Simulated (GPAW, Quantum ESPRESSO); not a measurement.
# BAs (F-43m): the B K absorption edge, part 2 of 2

Do two independent programs agree on the B K edge of BAs (F-43m)? The same cell and functional are run with XSpectra and with GPAW.

Quantum ESPRESSO 7.5 and GPAW 26.7.0; core-hole supercells, plane-wave PAW PBE.

So far. Step 12 (The field without a hole (GPAW)): The mesh shows a gap of 1.23 eV, so the hole is first treated in a charged cell, without the excited electron. Step 13 (Spectrum without a core hole, B atom 2 (GPAW)): Main maxima below 24 eV (height): 2.5 eV (1.43), 4.6 eV (1.56), 6.1 eV (1.64), 10.6 eV (1.60), 14.8 eV (0.98) and 23.2 eV (0.81). 

## 14. Reference energy of the supercell (GPAW)

Total energies of two programs can't be mixed, so the cell and mesh of GPAW's hole run get a reference energy of their own.

scf.py reads:

```python
import numpy as np
from ase import Atoms
from ase.parallel import parprint, paropen
from gpaw import GPAW, PW, FermiDirac, Mixer, MixerDif, setup_paths
from gpaw.test import gen
setup_paths.insert(0, '.')
gen('B', name='nch1s', xcname='PBE', corehole=(1, 0, 0), write_xml=True)
from gpaw.mpi import world
world.barrier()

atoms = Atoms('As8B8',
    cell=[[0, 4.777, 4.777],
     [4.777, 0, 4.777],
     [4.777, 4.777, 0]],
    scaled_positions=[[0.375, 0.375, 0.375],
     [0.375, 0.375, 0.875],
     [0.375, 0.875, 0.375],
     [0.875, 0.375, 0.375],
     [0.375, 0.875, 0.875],
     [0.875, 0.375, 0.875],
     [0.875, 0.875, 0.375],
     [0.875, 0.875, 0.875],
     [0, 0, 0],
     [0, 0, 0.5],
     [0, 0.5, 0],
     [0.5, 0, 0],
     [0, 0.5, 0.5],
     [0.5, 0, 0.5],
     [0.5, 0.5, 0],
     [0.5, 0.5, 0.5]],
    pbc=True)
atoms.calc = calc = GPAW(legacy_gpaw=True, mode=PW(500, force_complex_dtype=True), xc='PBE', setups={8: 'nch1s'},
    kpts={'size': (3, 3, 3), 'gamma': True}, occupations=FermiDirac(0.02),
    charge=0, mixer=Mixer(0.1, 5, 50), maxiter=150,
    convergence={'density': 0.0001, 'eigenstates': 1e-6}, txt='scf.txt')
energy = atoms.get_potential_energy() + calc.get_reference_energy()
ef = calc.get_fermi_level()
out = dict(energy=energy, fermi=ef, forces=atoms.get_forces().tolist())
parprint(f'all-electron energy {energy:.4f} eV, Fermi level {ef:.4f} eV')
ev = np.array([[calc.get_eigenvalues(k, s) for k in range(len(calc.get_ibz_k_points()))] for s in range(calc.get_number_of_spins())])
out['homo'], out['lumo'], out['counts'] = ev[ev < ef].max(), ev[ev > ef].min(), sorted(set((ev < ef).sum((0, 2)).tolist()))
out['filled'] = (ev[:, 0] < ef).sum(1).tolist()
import json
with paropen('out.json', 'w') as f:
    json.dump(out, f)
```

On the command line:

```sh
> OMP_NUM_THREADS=1 mpirun -n 4 gpaw python scf.py
```

Run time: 11 s. Hardware: 4 MPI ranks of AMD EPYC 9R14 (Zen 4), shared host; peak memory 0.28 GiB.

Reference energy: -497470.709 eV with the cores included.

## 15. Spectrum with FCH, B atom 2 (GPAW)

The holes are 6.8 Å apart. The excited electron is left out and a uniform background balances the charge. After the field has converged, empty bands are computed with the density fixed and the dipole matrix elements are summed.

xas.py reads:

```python
import numpy as np
from ase import Atoms
from ase.parallel import parprint, paropen
from gpaw import GPAW, PW, FermiDirac, Mixer, MixerDif, setup_paths
from gpaw.test import gen
setup_paths.insert(0, '.')
gen('B', name='fch1s', xcname='PBE', corehole=(1, 0, 1), write_xml=True)
from gpaw.mpi import world
world.barrier()

atoms = Atoms('As8B8',
    cell=[[0, 4.777, 4.777],
     [4.777, 0, 4.777],
     [4.777, 4.777, 0]],
    scaled_positions=[[0.375, 0.375, 0.375],
     [0.375, 0.375, 0.875],
     [0.375, 0.875, 0.375],
     [0.875, 0.375, 0.375],
     [0.375, 0.875, 0.875],
     [0.875, 0.375, 0.875],
     [0.875, 0.875, 0.375],
     [0.875, 0.875, 0.875],
     [0, 0, 0],
     [0, 0, 0.5],
     [0, 0.5, 0],
     [0.5, 0, 0],
     [0, 0.5, 0.5],
     [0.5, 0, 0.5],
     [0.5, 0.5, 0],
     [0.5, 0.5, 0.5]],
    pbc=True)
atoms.calc = calc = GPAW(legacy_gpaw=True, mode=PW(500, force_complex_dtype=True), xc='PBE', setups={8: 'fch1s'},
    kpts={'size': (3, 3, 3), 'gamma': True}, occupations=FermiDirac(0.02),
    charge=0, mixer=Mixer(0.1, 5, 50), maxiter=150,
    convergence={'density': 0.0001, 'eigenstates': 1e-6}, txt='scf.txt')
energy = atoms.get_potential_energy() + calc.get_reference_energy()
ef = calc.get_fermi_level()
out = dict(energy=energy, fermi=ef, forces=atoms.get_forces().tolist())
parprint(f'all-electron energy {energy:.4f} eV, Fermi level {ef:.4f} eV')
ev = np.array([[calc.get_eigenvalues(k, s) for k in range(len(calc.get_ibz_k_points()))] for s in range(calc.get_number_of_spins())])
out['homo'], out['lumo'], out['counts'] = ev[ev < ef].max(), ev[ev > ef].min(), sorted(set((ev < ef).sum((0, 2)).tolist()))
out['filled'] = (ev[:, 0] < ef).sum(1).tolist()

from ase.units import Ha
from gpaw.xas import dipole_matrix_elements
nb = int(calc.get_number_of_electrons() / 2) + 132
top, nb = nb, nb + 8 + nb // 12
nscf = calc.fixed_density(kpts={'size': (4, 4, 4), 'gamma': True}, nbands=nb,
    convergence={'bands': top, 'eigenstates': 5e-3}, maxiter=60, txt='nscf.txt')
cell = atoms.cell.array
ops = [cell.T @ U.T @ np.linalg.inv(cell.T) for U in nscf.wfs.kd.symmetry.op_scc]
filled = [32]  # bands filled in the ground state, by spin
E = np.arange(-6, 34, 0.1)
fwhm = np.interp(E, [4, 25], [0.9, 3.5])
Y, X, zero, highest = 0, 0, 1e9, 1e9
for spin in range(nscf.get_number_of_spins()):
    wfs = nscf.wfs
    mine = wfs.bd.get_slice()  # this rank's bands
    A = dipole_matrix_elements(wfs.setups[8])
    eps = np.zeros((wfs.kd.nibzkpts, nb))
    d = np.zeros((3, A.shape[1], wfs.kd.nibzkpts, nb), complex)
    for kpt in wfs.kpt_u:
        if kpt.s == spin and 8 in kpt.P_ani:
            eps[kpt.k, mine] = kpt.eps_n * Ha
            d[:, :, kpt.k, mine] = (kpt.weight * wfs.nspins / 2) ** 0.5 * np.inner(A, kpt.P_ani[8])
    world.sum(eps)
    world.sum(d)
    T = np.einsum('amkn,bmkn->abkn', d, d.conj()).real
    T = sum(np.einsum('ai,ijkn,bj->abkn', R, T, R) for R in ops) / len(ops)
    empty = np.ones_like(eps, bool) & (np.arange(nb) >= filled[spin])
    zero, highest = min(zero, eps[empty].min()), min(highest, eps[:, top - 1].min())
    lines = [(eps, T, empty)] if spin == 0 else lines + [(eps, T, empty)]
for eps, T, empty in lines:
    f = np.einsum('aakn->akn', T).reshape(3, -1)
    x = eps.ravel() - zero
    w = np.interp(x, E, fwhm) / 2.35482
    g = np.exp(-0.5 * ((E[:, None] - x) / w) ** 2) / (w * (2 * np.pi) ** 0.5)
    Y = Y + (f * empty.ravel()) @ g.T
    X = X + (f * ~empty.ravel()) @ g.T
out.update(E=E.round(2).tolist(), xas=Y.tolist(), xes=X.tolist(), zero=zero, valid=highest - zero, nk=len(eps), nb=nb)
for i in range(0, len(E), 10):
    parprint(f'{E[i]:7.2f}', *(f'{v:10.3e}' for v in Y[:, i]))
import json
with paropen('out.json', 'w') as f:
    json.dump(out, f)
```

On the command line:

```sh
> OMP_NUM_THREADS=1 mpirun -n 4 gpaw python xas.py
```

The job ended after 31 s (4 MPI ranks; peak memory 0.4 GiB; 2.1 min of CPU time).

The B K spectrum, B atom 2, full core hole (charged cell) (energy from the lowest empty level; intensity scaled to a mean of 1 over the first 20 eV):

```
E (eV)  intensity
  -2.0       0.00
  -1.5       0.00
  -1.0       0.00
  -0.5       0.02
   0.0       0.25
   0.5       1.09
   1.0       1.90
   1.5       1.48
   2.0       1.42
   2.5       1.79
   3.0       1.84
   3.5       2.01
   4.0       2.85
   4.5       2.44
   5.0       1.48
   5.5       0.94
   6.0       0.89
   6.5       1.00
   7.0       1.12
   7.5       1.37
   8.0       1.41
   8.5       1.07
   9.0       0.82
   9.5       0.86
  10.0       0.99
  10.5       1.03
  11.0       0.94
  11.5       0.74
  12.0       0.53
  12.5       0.42
  13.0       0.45
  13.5       0.56
  14.0       0.69
  14.5       0.76
  15.0       0.74
  15.5       0.64
  16.0       0.51
  16.5       0.40
  17.0       0.33
  17.5       0.32
  18.0       0.34
  18.5       0.38
  19.0       0.43
  19.5       0.48
  20.0       0.54
  20.5       0.59
  21.0       0.64
  21.5       0.68
  22.0       0.71
  22.5       0.70
  23.0       0.69
  23.5       0.66
  24.0       0.63
  24.5       0.61
  25.0       0.60
  25.5       0.61
  26.0       0.63
  26.5       0.65
  27.0       0.65
  27.5       0.65
  28.0       0.63
```

Main maxima below 24 eV (height): 1.0 eV (1.90), 2.8 eV (1.88), 4.1 eV (2.90), 7.8 eV (1.45), 10.4 eV (1.03) and 14.6 eV (0.76). 

The hole costs E(hole) − E(ground) = 185.80 eV, and the lowest empty level of the hole cell on the spectrum's mesh lies at 8.41 eV, which puts the zero at 194.22 eV. With the free-atom term of -5.59 eV for this edge, the photon energy is 188.63 eV.

## 16. Excitation energy, B atom 2 (GPAW)

Changed against the first core-hole run: core hole to XCH, with the smearing that suits a partly filled band.

Changes to scf.py since step 14:

```diff
@@ -6,3 +6,3 @@
 setup_paths.insert(0, '.')
-gen('B', name='nch1s', xcname='PBE', corehole=(1, 0, 0), write_xml=True)
+gen('B', name='fch1s', xcname='PBE', corehole=(1, 0, 1), write_xml=True)
 from gpaw.mpi import world
@@ -31,5 +31,5 @@
     pbc=True)
-atoms.calc = calc = GPAW(legacy_gpaw=True, mode=PW(500, force_complex_dtype=True), xc='PBE', setups={8: 'nch1s'},
-    kpts={'size': (3, 3, 3), 'gamma': True}, occupations=FermiDirac(0.02),
-    charge=0, mixer=Mixer(0.1, 5, 50), maxiter=150,
+atoms.calc = calc = GPAW(legacy_gpaw=True, mode=PW(500, force_complex_dtype=True), xc='PBE', setups={8: 'fch1s'},
+    kpts={'size': (3, 3, 3), 'gamma': True}, occupations=FermiDirac(0.04),
+    charge=-1, mixer=Mixer(0.1, 5, 50), maxiter=150,
     convergence={'density': 0.0001, 'eigenstates': 1e-6}, txt='scf.txt')
```

On the command line:

```sh
> OMP_NUM_THREADS=1 mpirun -n 4 gpaw python scf.py
```

Run time: 10 s. Hardware: 4 MPI ranks; peak memory 0.29 GiB.

The total-energy difference is 194.76 eV. With the free-atom term of -5.59 eV for this edge, the photon energy is 189.17 eV.

## 17. The two programs side by side

The line shapes differ (Lorentzian half width 0.4 eV up to 4 eV, rising linearly to 1.75 eV at 25 eV (not a setting of the program: the run's 0.4 eV curve was folded afterwards with a further Lorentzian above 4 eV), against Gaussian full width 0.9 eV up to 4 eV, rising linearly to 3.5 eV at 25 eV), so both get a further Gaussian of 1.5 eV full width before they are compared; the Lorentzian tails remain.

```
E (eV)  XSpectra  GPAW
 -2.00      0.10  0.00
 -1.25      0.17  0.02
 -0.50      0.36  0.20
  0.25      0.79  0.77
  1.00      1.26  1.38
  1.75      1.48  1.57
  2.50      1.66  1.73
  3.25      1.90  2.04
  4.00      2.08  2.28
  4.75      1.82  1.88
  5.50      1.35  1.24
  6.25      1.15  1.03
  7.00      1.17  1.15
  7.75      1.20  1.24
  8.50      1.10  1.10
  9.25      0.96  0.94
 10.00      0.93  0.94
 10.75      0.90  0.91
 11.50      0.79  0.73
 12.25      0.65  0.54
 13.00      0.60  0.51
 13.75      0.64  0.61
 14.50      0.68  0.69
 15.25      0.65  0.65
 16.00      0.56  0.52
 16.75      0.48  0.40
 17.50      0.45  0.35
 18.25      0.46  0.37
 19.00      0.49  0.44
 19.75      0.53  0.51
 20.50      0.57  0.59
 21.25      0.62  0.65
 22.00      0.65  0.69
 22.75      0.66  0.69
 23.50      0.64  0.66
 24.25      0.62  0.62
 25.00      0.60  0.61
 25.75      0.60  0.62
 26.50      0.61  0.64
 27.25      0.62  0.64
 28.00      0.60  0.63
```

```
                                                                          XSpectra        GPAW
                                                k mesh of the spectrum       4×4×4       4×4×4
                                                           cutoff (eV)         762         500
highest intensity below 16 eV after the common broadening, eV (height)  4.0 (2.08)  4.0 (2.28)
                                    zero, corrected photon energy (eV)       188.6       188.6
                                    core time, hole field and spectrum     4.4 min     2.1 min
```

## 18. What the core hole does

XSpectra's curves. Both curves are counted from their own zero, so only the shift of weight within the empty states shows.

```
E (eV)  no hole   FCH
  -2.0     0.04  0.08
  -1.0     0.07  0.14
   0.0     0.15  0.43
   1.0     0.39  1.62
   2.0     1.00  1.42
   3.0     1.06  1.77
   4.0     1.22  2.38
   5.0     1.34  1.62
   6.0     1.53  1.06
   7.0     1.28  1.09
   8.0     1.43  1.65
   9.0     1.49  0.78
  10.0     1.32  1.01
  11.0     1.81  1.05
  12.0     0.80  0.56
  13.0     0.77  0.47
  14.0     0.90  0.73
  15.0     1.11  0.85
  16.0     0.86  0.54
  17.0     0.44  0.33
  18.0     0.40  0.35
  19.0     0.59  0.51
  20.0     0.49  0.46
  21.0     0.68  0.68
  22.0     0.77  0.86
  23.0     1.02  0.89
  24.0     0.89  0.68
  25.0     0.92  0.58
  26.0     0.77  0.57
  27.0     0.92  0.88
  28.0     0.79  0.75
  29.0     0.75  0.52
  30.0     0.89  0.56
  31.0     0.79  0.70
  32.0     0.70  0.55
```

With each curve scaled to its own mean, the area from −2 to 6 eV with the hole is 9.7 against 6.0, and the centre of weight from −1 to 20 eV moves by -1.7 eV: the hole pulls the absorber's empty states down.

## 19. What came out

| Item | Value |
| --- | --- |
| absorber and edge | B K, atom 2 of the ground-state input (counted from 1) |
| surroundings | 4 As at 2.07 Å (tetrahedral, site symmetry -43m) |
| highest intensity below 16 eV (XSpectra, narrow line) | 4.2 eV above the zero, height 2.48 |
| photon energy of the zero, with the added terms | 188.6 eV (raw 194.2 eV; uncertain by a few eV) |

The two programs agree closely: 8 % r.m.s. remains over the first 14 eV after a relative shift of 0.0 eV, and their photon-energy zeros differ by 0.0 eV. In XSpectra the B K edge of atom 2, with 4 As at 2.07 Å (tetrahedral, site symmetry -43m), has its highest intensity of the first 16 eV at 4.2 eV above the zero, near 193 eV in photon energy (uncertain by a few eV), 2.5 times the mean level of the first 20 eV (Lorentzian half width 0.4 eV). In XSpectra: With each curve scaled to its own mean, the area from −2 to 6 eV with the hole is 9.7 against 6.0, and the centre of weight from −1 to 20 eV moves by -1.7 eV: the hole pulls the absorber's empty states down. In GPAW: With each curve scaled to its own mean, the area from −2 to 6 eV with the hole is 10.0 against 6.4, and the centre of weight from −1 to 20 eV moves by -1.7 eV: the hole pulls the absorber's empty states down. In XSpectra the neutral-cell energy lies +0.5 eV from the charged-cell zero, a gap made of the charged-cell error and of where the added electron settles. In GPAW the neutral-cell energy lies +0.5 eV from the charged-cell zero, a gap made of the charged-cell error and of where the added electron settles. The structure is a published determination, not relaxed.

[Logs are printed without paths, hosts, clocks, repeated set-up lines and the standing remarks that a program may print on its own settings, such as how far it seeks lower states.]

[Hosts, paths, dates, database ids (printed as entryN), source tags and the programs' standing remarks are cut or masked in the printed files.]

[Lists of maxima count a maximum above −3 eV only where it reaches 4 % of the highest in the window and stands out from its surroundings by 2 % of it (1.5 % where it reaches 55 %); shoulders and weaker maxima are passed over, and of the rest the first, up to two pre-edge ones and the few strongest are named.]
